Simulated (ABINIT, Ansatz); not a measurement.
# TlIO3 (R3m): G0W0 with ABINIT, start to end

How does a plane-wave GW calculation on TlIO3 (R3m) run from the first input to the gap?

Main program and level: ABINIT 10.8.3; PBEsol and many-body steps on it, plane waves.

This is a report of a sequence of runs, with most program output left out.

### 1. The structure

It takes space group R3m (No. 160, trigonal). The conventional cell has a = 6.302 Å, b = 6.302 Å, c = 7.966 Å, α = 90.00°, β = 90.00°, γ = 120.00°. Tl has 3 O at 2.94 Å nearest. I has 3 O at 1.82 Å nearest. O has 1 I at 1.82 Å nearest. Farther neighbours and most contacts between anions are not listed.

The cell and positions are those that the Materials Project relaxed with its own functionals (PBE, PBE+U or r2SCAN), kept fixed. Spin-orbit coupling is left out unless a step names it.

### 2. Ground state

This step: ABINIT 10.8.3; DFT, PBEsol, plane waves, norm-conserving pseudopotentials.

The ground-state density comes first.

Contents of run.abi:

```
acell 3*1.0 Angstrom
rprim 
  3.150792580489 1.819110944506 2.655433585300
  -3.150792580489 1.819110944506 2.655433585300
  0.000000000000 -3.638221889012 2.655433585300
ntypat 3
znucl 81 53 8
natom 5
typat 1 2 3 3 3
xred 
  0.008750850000 0.008750850000 0.008750850000
  0.501867330000 0.501867330000 0.501867330000
  0.903287650000 0.461897090000 0.461897090000
  0.461897090000 0.903287650000 0.461897090000
  0.461897090000 0.461897090000 0.903287650000
pp_dirpath "pseudos"
pseudos "Tl.upf, I.upf, O.upf"
ecut 36
ngkpt 4 4 4
nshiftk 1
shiftk 0 0 0
kptopt 1
chksymbreak 0
nband 25
occopt 1
tolvrs 1e-10
nstep 60
prtwf 0
optforces 0
optstress 0
indata_prefix "in"
outdata_prefix "out"
tmpdata_prefix "tmp"
```

Launch:

```bash
$ OMP_NUM_THREADS=1 mpirun -n 4 abinit run.abi > log
```

The job ended after 48 s (4 MPI ranks of Arm Neoverse N1, shared host; peak memory 0.41 GiB; 3.2 min of CPU time).

Numbers from this step:

| Property | Result |
| --- | --- |
| total energy | -3345.2154 eV |
| gap | 2.682 eV |
| k of the valence top | 0.5, 0.5, 0.5 |
| k of the conduction bottom | 0.5, 0.5, 0.5 |
| least direct gap | 2.682 eV |

The gap is direct, at (0.500, 0.500, 0.500).

### 3. Bands along the symmetry lines

Levels along a band path, at the cheap level, show where the edges lie and whether the meshes to come will hold them.

Contents of run.abi:

```
acell 3*1.0 Angstrom
rprim 
  3.150792580489 1.819110944506 2.655433585300
  -3.150792580489 1.819110944506 2.655433585300
  0.000000000000 -3.638221889012 2.655433585300
ntypat 3
znucl 81 53 8
natom 5
typat 1 2 3 3 3
xred 
  0.008750850000 0.008750850000 0.008750850000
  0.501867330000 0.501867330000 0.501867330000
  0.903287650000 0.461897090000 0.461897090000
  0.461897090000 0.903287650000 0.461897090000
  0.461897090000 0.461897090000 0.903287650000
pp_dirpath "pseudos"
pseudos "Tl.upf, I.upf, O.upf"
ecut 36
iscf -2
irdden 1
kptopt 0
nkpt 59
kpt 
  0.00000000 0.00000000 0.00000000
  0.06250000 0.06250000 0.06250000
  0.12500000 0.12500000 0.12500000
  0.18750000 0.18750000 0.18750000
  0.25000000 0.25000000 0.25000000
  0.31250000 0.31250000 0.31250000
  0.37500000 0.37500000 0.37500000
  0.43750000 0.43750000 0.43750000
  0.50000000 0.50000000 0.50000000
  0.50255861 0.49744139 0.50000000
  0.50511722 0.49488278 0.50000000
  0.50767583 0.49232417 0.50000000
  0.51023444 0.48976556 0.50000000
  0.51279305 0.48720695 0.50000000
  0.51535166 0.48464834 0.50000000
  0.51791027 0.48208973 0.50000000
  0.52046888 0.47953112 0.50000000
  0.50000000 -0.47953112 0.47953112
  0.50000000 -0.41958973 0.41958973
  0.50000000 -0.35964834 0.35964834
  0.50000000 -0.29970695 0.29970695
  0.50000000 -0.23976556 0.23976556
  0.50000000 -0.17982417 0.17982417
  0.50000000 -0.11988278 0.11988278
  0.50000000 -0.05994139 0.05994139
  0.50000000 0.00000000 0.00000000
  0.43750000 0.00000000 0.00000000
  0.37500000 0.00000000 0.00000000
  0.31250000 0.00000000 0.00000000
  0.25000000 0.00000000 0.00000000
  0.18750000 0.00000000 0.00000000
  0.12500000 0.00000000 0.00000000
  0.06250000 0.00000000 0.00000000
  0.00000000 0.00000000 0.00000000
  0.06122069 -0.06122069 0.00000000
  0.12244139 -0.12244139 0.00000000
  0.18366209 -0.18366209 0.00000000
  0.24488278 -0.24488278 0.00000000
  0.30610348 -0.30610348 0.00000000
  0.36732417 -0.36732417 0.00000000
  0.42854486 -0.42854486 0.00000000
  0.48976556 -0.48976556 -0.00000000
  0.51023444 0.00000000 0.48976556
  0.50895514 0.00000000 0.49104486
  0.50767583 0.00000000 0.49232417
  0.50639652 0.00000000 0.49360348
  0.50511722 0.00000000 0.49488278
  0.50383791 0.00000000 0.49616208
  0.50255861 0.00000000 0.49744139
  0.50127930 0.00000000 0.49872069
  0.50000000 0.00000000 0.50000000
  0.43750000 0.00000000 0.43750000
  0.37500000 0.00000000 0.37500000
  0.31250000 0.00000000 0.31250000
  0.25000000 0.00000000 0.25000000
  0.18750000 0.00000000 0.18750000
  0.12500000 0.00000000 0.12500000
  0.06250000 0.00000000 0.06250000
  0.00000000 0.00000000 0.00000000
istwfk *1
nband 26
nbdbuf 2
tolwfr 1e-08
nstep 40
prtwf 0
prtvol 0
indata_prefix "in"
outdata_prefix "out"
tmpdata_prefix "tmp"
```

The job ended after 69 s (4 MPI ranks; peak memory 0.44 GiB).

This step gave:

| Property | Result |
| --- | --- |
| gap | 2.670 eV |
| k of the valence top | 0.5, -0.4196, 0.4196 |
| k of the conduction bottom | 0.5, 0.5, 0.5 |
| least direct gap | 2.682 eV |

The gap is 2.670 eV, −0.012 eV from the run before at this level.

The electronic bands at the labelled points (eV, zero at the top of the highest filled band):

| point | band 16 | band 17 | band 18 | band 19 | band 20 | band 21 | band 22 | band 23 |
| --- | --- | --- | --- | --- | --- | --- | --- | --- |
| Γ | -1.38 | -1.38 | -1.32 | -1.00 | 6.45 | 6.72 | 6.72 | 7.09 |
| halfway | -1.14 | -1.14 | -0.76 | -0.47 | 4.45 | 4.64 | 4.64 | 6.28 |
| T | -0.88 | -0.88 | -0.51 | -0.01 | 2.67 | 2.67 | 3.75 | 6.19 |
| halfway | -0.88 | -0.88 | -0.51 | -0.01 | 2.67 | 2.67 | 3.76 | 6.19 |
| H2 | -0.89 | -0.88 | -0.51 | -0.01 | 2.68 | 2.69 | 3.76 | 6.18 |
| jump to H0 | -0.89 | -0.88 | -0.51 | -0.01 | 2.68 | 2.69 | 3.76 | 6.18 |
| halfway | -1.20 | -0.80 | -0.63 | -0.43 | 3.58 | 4.53 | 5.20 | 5.67 |
| L | -1.20 | -1.05 | -0.99 | -0.15 | 3.98 | 4.29 | 6.32 | 6.53 |
| halfway | -1.30 | -1.27 | -0.99 | -0.72 | 5.18 | 5.65 | 6.51 | 6.58 |
| Γ | -1.38 | -1.38 | -1.32 | -1.00 | 6.45 | 6.72 | 6.72 | 7.09 |
| halfway | -1.43 | -1.15 | -0.90 | -0.39 | 4.78 | 5.49 | 5.69 | 6.22 |
| S0 | -1.41 | -0.79 | -0.63 | -0.21 | 3.37 | 3.98 | 5.49 | 5.60 |
| jump to S2 | -1.41 | -0.79 | -0.63 | -0.21 | 3.37 | 3.98 | 5.49 | 5.60 |
| halfway | -1.41 | -0.80 | -0.63 | -0.21 | 3.37 | 3.98 | 5.50 | 5.60 |
| F | -1.41 | -0.80 | -0.63 | -0.21 | 3.37 | 3.98 | 5.50 | 5.60 |
| halfway | -1.47 | -1.34 | -0.86 | -0.43 | 4.95 | 4.96 | 5.93 | 6.12 |
| Γ | -1.38 | -1.38 | -1.32 | -1.00 | 6.45 | 6.72 | 6.72 | 7.09 |

### 4. Empty states on the mesh, 2×2×2 mesh, 69 bands

The sums over transitions need many empty states on a uniform mesh; this step solves for them.

Contents of run.abi:

```
acell 3*1.0 Angstrom
rprim 
  3.150792580489 1.819110944506 2.655433585300
  -3.150792580489 1.819110944506 2.655433585300
  0.000000000000 -3.638221889012 2.655433585300
ntypat 3
znucl 81 53 8
natom 5
typat 1 2 3 3 3
xred 
  0.008750850000 0.008750850000 0.008750850000
  0.501867330000 0.501867330000 0.501867330000
  0.903287650000 0.461897090000 0.461897090000
  0.461897090000 0.903287650000 0.461897090000
  0.461897090000 0.461897090000 0.903287650000
pp_dirpath "pseudos"
pseudos "Tl.upf, I.upf, O.upf"
ecut 36
ngkpt 2 2 2
nshiftk 1
shiftk 0 0 0
kptopt 1
chksymbreak 0
iscf -2
irdden 1
istwfk *1
nband 69
nbdbuf 6
tolwfr 1e-09
nstep 60
prtvol 0
indata_prefix "in"
outdata_prefix "out"
tmpdata_prefix "tmp"
```

It took 21 s on 4 MPI ranks; peak memory 0.33 GiB.

Numbers from this step:

```yaml
gap: 2.682 eV
k_of_the_valence_top: 0.5, 0.5, 0.5
k_of_the_conduction_bottom: 0.5, 0.5, 0.5
least_direct_gap: 2.682 eV
k_points_computed: 4
lowest_point_of_the_top_converged_band_above_the_valence_top: 31.81 eV
```

On this mesh the gap is 2.682 eV.

### 5. Screening, 2×2×2 mesh, 63 bands, screening to 98 eV

The RPA dielectric matrix is built and inverted for each q.

This step: RPA screening on PBEsol, plane waves, norm-conserving pseudopotentials.

run.abi, as its differences from that of step 4:

```diff
@@ -23,10 +23,11 @@
 chksymbreak 0
-iscf -2
-irdden 1
 istwfk *1
-nband 69
-nbdbuf 6
-tolwfr 1e-09
-nstep 60
-prtvol 0
+occopt 1
+irdwfk 1
+optdriver 3
+nband 63
+ecuteps 3.6
+inclvkb 2
+awtr 1
+symchi 1
 indata_prefix "in"
```

The job ended after 13 s (4 MPI ranks; peak memory 0.74 GiB).

Numbers from this step:

* ε∞ with local fields, on this mesh, along the program's q direction: 5.150
* the same without local fields: 6.197
* plasma frequency: 23.95 eV
* plane waves in the screening matrix: 191

Local fields lower ε∞ by 17 %. On a Γ-centred mesh this coarse the value itself is usually too large, while a short band sum pulls it down.

### 6. Self-energy, 2×2×2 mesh, 63 bands, screening to 98 eV

The self-energy is evaluated for the states that the input lists, and the levels follow from it, in one-shot runs by the linearised quasiparticle equation.

This step: G0W0 on PBEsol, plane waves, norm-conserving pseudopotentials.

run.abi, as its differences from that of step 5:

```diff
@@ -26,8 +26,17 @@
 irdwfk 1
-optdriver 3
+optdriver 4
 nband 63
+gwcalctyp 0
+ecutsigx 36
+symsigma 1
+nkptgw 2
+kptgw 
+  0.5000000000 0.5000000000 0.5000000000
+  0.0000000000 0.0000000000 0.0000000000
+bdgw 
+  18 21
+  18 22
 ecuteps 3.6
-inclvkb 2
-awtr 1
-symchi 1
+irdscr 1
+ppmodel 1
 indata_prefix "in"
```

It took 7.2 s on 4 MPI ranks; peak memory 0.51 GiB.

This step gave:

```
G0W0 gap on the points computed              : 4.16 eV
starting gap on the mesh                     : 2.682 eV
k of the valence top                         : 0.5, 0.5, 0.5
k of the conduction bottom                   : 0.5, 0.5, 0.5
Z at the valence top                         : 0.789
Z at the conduction bottom                   : 0.812
least direct G0W0 gap on the computed points : 4.16 eV
```

The gap on the mesh goes from 2.68 eV to 4.16 eV, a correction of +1.48 eV.

Limits: finite bands, cutoff and mesh; exchange with frozen shells missing; no spin-orbit coupling; coarse k mesh. v1 is the top filled band, c1 the lowest empty one. The levels before and after the correction (eV, zero at the valence-band top of each column):

|  | conduction bottom | valence top |
| --- | --- | --- |
| Kohn-Sham | 2.68 | 0.00 |
| G0W0 | 4.16 | 0.00 |

|  | level | energy (eV) |
| --- | --- | --- |
| Kohn-Sham | (0.5 0.5 0.5) v2 | -0.495 |
| Kohn-Sham | (0.5 0.5 0.5) v1 | 0.000 |
| Kohn-Sham | (0.5 0.5 0.5) c1-c2 | 2.682 |
| G0W0 | (0.5 0.5 0.5) v2 | -0.377 |
| G0W0 | (0.5 0.5 0.5) v1 | 0.000 |
| G0W0 | (0.5 0.5 0.5) c1-c2 | 4.160 |

### 7. Where the time went

Times are wall times on 4 MPI ranks of Arm Neoverse N1, shared host, good to a factor of about two.

| step | time | share | memory (GiB) |
| --- | --- | --- | --- |
| ground state | 48 s | 30 % | 0.41 |
| bands along the symmetry lines | 69 s | 43 % | 0.44 |
| empty states on the mesh | 21 s | 13 % | 0.33 |
| screening | 13 s | 8 % | 0.74 |
| self-energy | 7.2 s | 5 % | 0.51 |

### 8. What came out

* PBEsol gap: 2.67 eV, indirect (only 12 meV under the direct gap)
* G0W0 gap on the mesh: 4.16 eV
* GW settings: 2×2×2 mesh, 63 bands, screening to 98 eV, Godby-Needs plasmon pole
* known limits: not at the basis limit; exchange with frozen shells missing; no spin-orbit coupling; coarse k mesh

G0W0 moves the gap on the mesh from 2.68 eV to 4.16 eV (+1.48 eV), with Z of 0.79 and 0.81 at the edges. Local fields lower the RPA ε∞ on this mesh from 6.20 to 5.15; a Γ-centred mesh this coarse tends to raise both, most where the direct gap is narrow, while a short band sum lowers them. Only 2 of the mesh's irreducible points were corrected, so a valley elsewhere could overtake. Bands and cutoff are finite, so the gap is not at the basis limit. The miss can reach some tenths of an eV and take either sign; the mesh is an error of its own. In the G0W0 run levels were corrected at 2 k points alone, so a gap called «on the mesh» is the least over those, and an edge elsewhere would be missed. The 2×2×2 mesh is coarse for this cell, which bears on the long-range parts of exchange and screening. Where an edge is built on 6p states of lead, bismuth or thallium, scalar-relativistic gaps usually stand too wide, by a few tenths to over one eV. The norm-conserving file of at least one element keeps a d shell over frozen s and p shells of the same row. Exchange with those shells is missing from the self-energy, an error of 0.3 to 0.9 eV in cases checked, whose sign depends on which edge lies on those atoms. The many-body steps are scalar-relativistic: spin-orbit coupling is not in them.

[Paths, hosts, dates, memory and timing lines, banners, echoed tables and standing remarks are left out of the program output.]

[Logs are printed without paths, hosts, clocks, repeated set-up lines and the standing remarks that a program may print on its own settings, such as how far it seeks lower states.]

[Runs of the session that timed out or met a known fault of the program may be left out.]

[Hosts, paths, dates, database ids (printed as entryN), source tags and the programs' standing remarks are cut or masked in the printed files.]

[G0W0 gaps are taken among the corrected bands and points alone; a level outside them can change the order at an edge.]

[Where Ansatz stands beside ABINIT at settings called matched, ABINIT's density can come from a denser mesh and the files from another edition; pairs whose starting gaps differed by over 0.03 eV were left out, so agreement reads better than it is.]
